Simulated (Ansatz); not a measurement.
# Tc of YSiB in the AlB2 type from its phonons

What Tc do the phonons of YSiB in the AlB2 type give, and how does it depend on μ*? The cell shown first is a relaxed one, from steps not shown here.

Main program and level: Ansatz 0.2.0; DFT PBE, scalar-relativistic, plane waves, PAW; PAW set soft_1.

This is a report of a sequence of runs, with most program output left out.

The structure was built from a prototype and need not be the compound's stable phase.

### Step 1. The cell after earlier relaxation steps

It takes space group P-6m2 (No. 187, hexagonal). The conventional cell has a = 3.561 Å, b = 3.561 Å, c = 4.115 Å, α = 90.00°, β = 90.00°, γ = 120.00°. Nearest to Y lie 6 B at 2.91 Å and 6 Si at 2.91 Å. B has 3 Si at 2.06 Å and 6 Y at 2.91 Å nearest. Nearest to Si lie 3 B at 2.06 Å and 6 Y at 2.91 Å. Farther neighbours are not listed.

As a file:

```cif
data_structure
_symmetry_space_group_name_H-M 'P 1'
_symmetry_Int_Tables_number 1
_cell_length_a 3.5612
_cell_length_b 3.5612
_cell_length_c 4.1150
_cell_angle_alpha 90.000
_cell_angle_beta 90.000
_cell_angle_gamma 120.000
_cell_volume 45.19
loop_
_atom_site_label
_atom_site_type_symbol
_atom_site_fract_x
_atom_site_fract_y
_atom_site_fract_z
_atom_site_occupancy
Y1 Y 0.00000 0.00000 0.00000 1
B2 B 0.33333 0.66667 0.50000 1
Si3 Si 0.66667 0.33333 0.50000 1
```

### Step 2. Electron–phonon run: q 3×3×2, k 9×9×6, scattering 12×12×8

The run that gives the couplings also evaluates McMillan's and Allen and Dynes's formulas and, where asked, the Eliashberg equations, over a range of μ*.

File input.yaml:

```yaml
crystal:
  lattice:
    - [3.561166993, -2.5429e-06, 0.0]
    - [-1.7805812943, 3.0840623545, 0.0]
    - [0.0, 0.0, 4.114995895]
  atoms:
    - { symbol: "Y", position: [0.0, 0.0, 0.0] }
    - { symbol: B, position: [0.3333333333, 0.6666666667, 0.5] }
    - { symbol: Si, position: [0.6666666667, 0.3333333333, 0.5] }
kpoints:
  mp_grid: { grid: [9, 9, 6] }
hamiltonian:
  xc: pbe
  pseudopotentials: { kind: paw, azcp: { folder: soft_1 } }
scf:
  occupations: { method: methfessel_paxton, width: 0.2 }
output:
  eigenvalues: true
phonons:
  method: dfpt
  qmesh: [3, 3, 2]
  temperatures: { t_max: 1000, t_step: 50 }
  qpath:
    path:
      - [[0.0, 0.0, 0.0], [0.5, 0.0, 0.0], [0.33333333, 0.33333333, 0.0], [0.0, 0.0, 0.0], [0.0, 0.0, 0.5], [0.5, 0.0, 0.5], [0.33333333, 0.33333333, 0.5], [0.0, 0.0, 0.5]]
      - [[0.5, 0.0, 0.5], [0.5, 0.0, 0.0]]
      - [[0.33333333, 0.33333333, 0.5], [0.33333333, 0.33333333, 0.0]]
    npoints: 10
  electrical_resistivity:
    mesh: [12, 12, 8]
    temperatures: [20.0, 50.0, 77.0, 100.0, 150.0, 200.0, 300.0, 400.0, 600.0, 800.0]
  superconductivity: { mesh: [12, 12, 8] }
```

Started as:

```bash
ansatz run input.yaml --threads 4 --pin off --max-ram 12288MiB --backend cpu --events-out ev --progress --plain --runs-dir out
```

Wall time 2.9 min (4 threads of AMD EPYC 9B14 (Zen 4), shared host); peak memory 2.5 GiB.

Numbers from this step:

```
volume per atom                                                                : 15.06 Å³/atom
metallic on mesh                                                               : yes
gap on the k-mesh                                                              : 0 eV
zero point energy                                                              : 0.1877 eV/cell
share of imaginary modes in the plain interpolation between solved wavevectors : 0
highest frequency, solved or plainly interpolated                              : 672.3 cm⁻¹
Debye temperature (second moment)                                              : 709 K
resistivity at 300 K                                                           : 14.27 μΩ cm, mean of the axes
coupling constant λ                                                            : 0.1734
density of states at the Fermi level                                           : 0.2105 states/eV a spin and cell
log mean phonon energy ħω_log                                                  : 31.38 meV
transport coupling constant λ_tr                                               : 0.1694, 0.1694, 0.1941 (xx, yy, zz)
Drude plasma energy                                                            : 3.698, 3.698, 3.326 eV (xx, yy, zz)
resistivity times mean free path                                               : 28.09, 28.09, 31.31 × 10⁻¹⁶ Ω m² (xx, yy, zz)
second-moment phonon energy ħω₂                                                : 40.34 meV
```

An empty cell: under 1 mK by a formula, or no transition down to the floor of the Eliashberg search. Transition temperatures:

```csv
μ*,McMillan Tc (K),Allen–Dynes Tc (K)
0.08,-,-
0.1,-,-
0.12,-,-
0.13,-,-
0.14,-,-
0.16,-,-
0.2,-,-
```

### Step 3. Resistivity: scattering mesh 18×18×12

The next rung changes the scattering mesh, which samples the Fermi surface.

input.yaml: that of step 2 with these lines changed.

```diff
@@ -29,4 +29,4 @@
   electrical_resistivity:
-    mesh: [12, 12, 8]
+    mesh: [18, 18, 12]
     temperatures: [20.0, 50.0, 77.0, 100.0, 150.0, 200.0, 300.0, 400.0, 600.0, 800.0]
-  superconductivity: { mesh: [12, 12, 8] }
+  superconductivity: { mesh: [18, 18, 12] }
```

The job ended after 3.1 min (4 threads; peak memory 2.5 GiB; 12 min of CPU time).

Numbers from this step:

| Quantity | Value |
| --- | --- |
| resistivity at 300 K | 16.47 μΩ cm, mean of the axes |
| coupling constant λ | 0.2121 |
| density of states at the Fermi level | 0.2515 states/eV a spin and cell |
| log mean phonon energy ħω_log | 31.63 meV |
| transport coupling constant λ_tr | 0.2065, 0.2065, 0.2309 (xx, yy, zz) |
| Drude plasma energy | 3.756, 3.756, 3.457 eV (xx, yy, zz) |
| resistivity times mean free path | 25.71, 25.71, 26.84 × 10⁻¹⁶ Ω m² (xx, yy, zz) |
| second-moment phonon energy ħω₂ | 41.23 meV |

An empty cell: under 1 mK by a formula, or no transition down to the floor of the Eliashberg search. Transition temperatures:

| μ* | McMillan Tc (K) | Allen–Dynes Tc (K) |
| --- | --- | --- |
| 0.08 | 0.00964 | 0.0097 |
| 0.1 | - | - |
| 0.12 | - | - |
| 0.13 | - | - |
| 0.14 | - | - |
| 0.16 | - | - |
| 0.2 | - | - |

Between step 2 and this run (scattering mesh 18×18×12) the value for the log mean phonon energy ħω_log moves from 31.4 meV to 31.6 meV.

### Step 4. Coupling and resistivity: q 3×3×2, k 9×9×6, scattering 18×18×12

The run is repeated on the same meshes.

input.yaml is that of step 3.

Wall time 3.1 min (4 threads); peak memory 2.5 GiB; 12 min of CPU time.

An empty cell: under 1 mK by a formula, or no transition down to the floor of the Eliashberg search. Transition temperatures:

| μ* | McMillan Tc (K) | Allen–Dynes Tc (K) |
| --- | --- | --- |
| 0.08 | 0.00964 | 0.0097 |
| 0.1 | - | - |
| 0.12 | - | - |
| 0.13 | - | - |
| 0.14 | - | - |
| 0.16 | - | - |
| 0.2 | - | - |

The Eliashberg function α²F has structure finer than the step of the table below, so its rows give means over 2 meV, whole bins alone (the curve runs from 0.326 to 83.2 meV). Peaks (meV: height): α²F 19.9: 0.182, 34.2: 0.170, 37.5: 0.422, 81.2: 0.246; α²F tr 19.9: 0.178, 34.2: 0.195, 37.5: 0.405, 81.2: 0.247.

Table of Eliashberg function α²F by phonon energy; means over each step:

```
phonon energy (meV)      α²F   α²F tr
                  2   2.0e-5   1.6e-6
                  4   3.1e-4   1.9e-4
                  6   9.4e-4   6.8e-4
                  8  0.00156  0.00148
                 10  0.00258  0.00249
                 12  0.00591  0.00485
                 14   0.0124   0.0109
                 16   0.0227   0.0222
                 18   0.0594   0.0615
                 20    0.147    0.153
                 22    0.102    0.109
                 24   0.0463   0.0468
                 26  0.00381  0.00341
                 28   0.0149   0.0165
                 30   0.0338   0.0405
                 32   0.0828   0.0889
                 34    0.149    0.160
                 36    0.141    0.130
                 38    0.252    0.240
                 40    0.111    0.112
                 42   0.0414   0.0381
                 44  0.00929   0.0111
                 46  0.00689  0.00760
                 48  0.00776  0.00786
                 50   0.0112   0.0111
                 52   0.0247   0.0248
                 54   0.0199   0.0172
                 56   5.7e-4   4.8e-4
                 58        0        0
                 60        0        0
                 62        0        0
                 64        0        0
                 66        0        0
                 68   3.2e-4   5.4e-4
                 70   0.0115   0.0175
                 72   0.0267   0.0297
                 74   0.0432   0.0454
                 76   0.0698   0.0735
                 78   0.0742   0.0764
                 80    0.151    0.156
                 82    0.194    0.184
```

The Eliashberg function α²F has structure finer than the step of the table below, so its rows give means over 2.5 meV, whole bins alone (the curve runs from 0.326 to 83.2 meV). Peaks (meV: height): α²F 19.89: 0.182, 34.24: 0.170, 37.51: 0.422, 81.21: 0.246; Y 19.89: 0.17, 37.51: 0.0408; B 33.59: 0.0752, 37.51: 0.186, 77.29: 0.0777, 81.21: 0.196; Si 34.24: 0.0928, 37.51: 0.195, 81.21: 0.0504.

Table of Eliashberg function α²F by phonon energy; means over each step:

| phonon energy (meV) | α²F | Y | B | Si |
| --- | --- | --- | --- | --- |
| 2.5 | 5.5e-5 | 2.6e-5 | 0 | 3.3e-6 |
| 5.0 | 6.2e-4 | 4.2e-4 | 4.1e-5 | 1.3e-4 |
| 7.5 | 0.00140 | 9.7e-4 | 1.0e-4 | 2.7e-4 |
| 10.0 | 0.00263 | 0.00198 | 1.6e-4 | 5.1e-4 |
| 12.5 | 0.00732 | 0.00573 | 3.4e-4 | 0.00122 |
| 15.0 | 0.0170 | 0.0140 | 5.9e-4 | 0.00243 |
| 17.5 | 0.0443 | 0.0389 | 7.8e-4 | 0.00459 |
| 20.0 | 0.141 | 0.132 | 9.9e-4 | 0.00854 |
| 22.5 | 0.0920 | 0.0890 | 5.3e-4 | 0.00248 |
| 25.0 | 0.0159 | 0.0154 | 2.3e-4 | 3.2e-4 |
| 27.5 | 0.0116 | 2.8e-5 | 0.00901 | 0.00256 |
| 30.0 | 0.0351 | 2.8e-4 | 0.0261 | 0.00872 |
| 32.5 | 0.102 | 0.00434 | 0.0598 | 0.0382 |
| 35.0 | 0.139 | 0.00919 | 0.0556 | 0.0744 |
| 37.5 | 0.237 | 0.0200 | 0.103 | 0.114 |
| 40.0 | 0.112 | 0.00777 | 0.0494 | 0.0545 |
| 42.5 | 0.0281 | 0.00149 | 0.0130 | 0.0136 |
| 45.0 | 0.00764 | 2.8e-4 | 0.00135 | 0.00605 |
| 47.5 | 0.00741 | 2.0e-4 | 0.00108 | 0.00619 |
| 50.0 | 0.0115 | 2.8e-4 | 0.00111 | 0.0101 |
| 52.5 | 0.0258 | 5.4e-4 | 9.9e-4 | 0.0243 |
| 55.0 | 0.00880 | 1.8e-4 | 1.3e-4 | 0.00849 |
| 57.5 | 0 | 0 | 0 | 0 |
| 60.0 | 0 | 0 | 0 | 0 |
| 62.5 | 0 | 0 | 0 | 0 |
| 65.0 | 0 | 0 | 0 | 0 |
| 67.5 | 0 | 0 | 0 | 0 |
| 70.0 | 0.0114 | 0 | 0.0111 | 3.4e-4 |
| 72.5 | 0.0305 | 0 | 0.0286 | 0.00188 |
| 75.0 | 0.0557 | 0 | 0.0504 | 0.00518 |
| 77.5 | 0.0752 | 0 | 0.0651 | 0.0101 |
| 80.0 | 0.150 | 0 | 0.120 | 0.0308 |

### Step 5. Outcome

```yaml
meshes: q 3×3×2, k 9×9×6, scattering 18×18×12
coupling_constant_lambda: 0.212
log_mean_phonon_energy_omega_log: 31.6 meV
```

What this shows: In the last run (PBE, q 3×3×2, k 9×9×6, scattering 18×18×12), with λ = 0.21 and ħω_log = 31.6 meV, Tc at μ* = 0.13 is under 1 mK by the formulas. In that run Allen and Dynes's formula gives no transition above 0.05 K at μ* = 0.10 or more. By the run's own test λ is not converged in the fine mesh: it moves by 13 % between the two finest, and by up to 38 % in the other runs. The run's transport test calls it not converged in the mesh; ρ(300 K) moves by 27 % in the component that moves most. Over the runs, λ takes the values 0.173, 0.212 and 0.212, in the order shown. The structure is a hand-built model. The compound is a prototype filled by a generator; whether it can be made, and whether it orders so, was not tested. μ* is a typed number, phonons are harmonic, and spin fluctuations are left out; with λ this near or under μ*(1 + 0.62 λ), the formulas give Tc only to its order of magnitude, or none.

[Logs are printed without paths, hosts, clocks, repeated set-up lines and the standing remarks that a program may print on its own settings, such as how far it seeks lower states.]

[Hosts, paths, dates, database ids (printed as entryN), source tags and the programs' standing remarks are cut or masked in the printed files.]
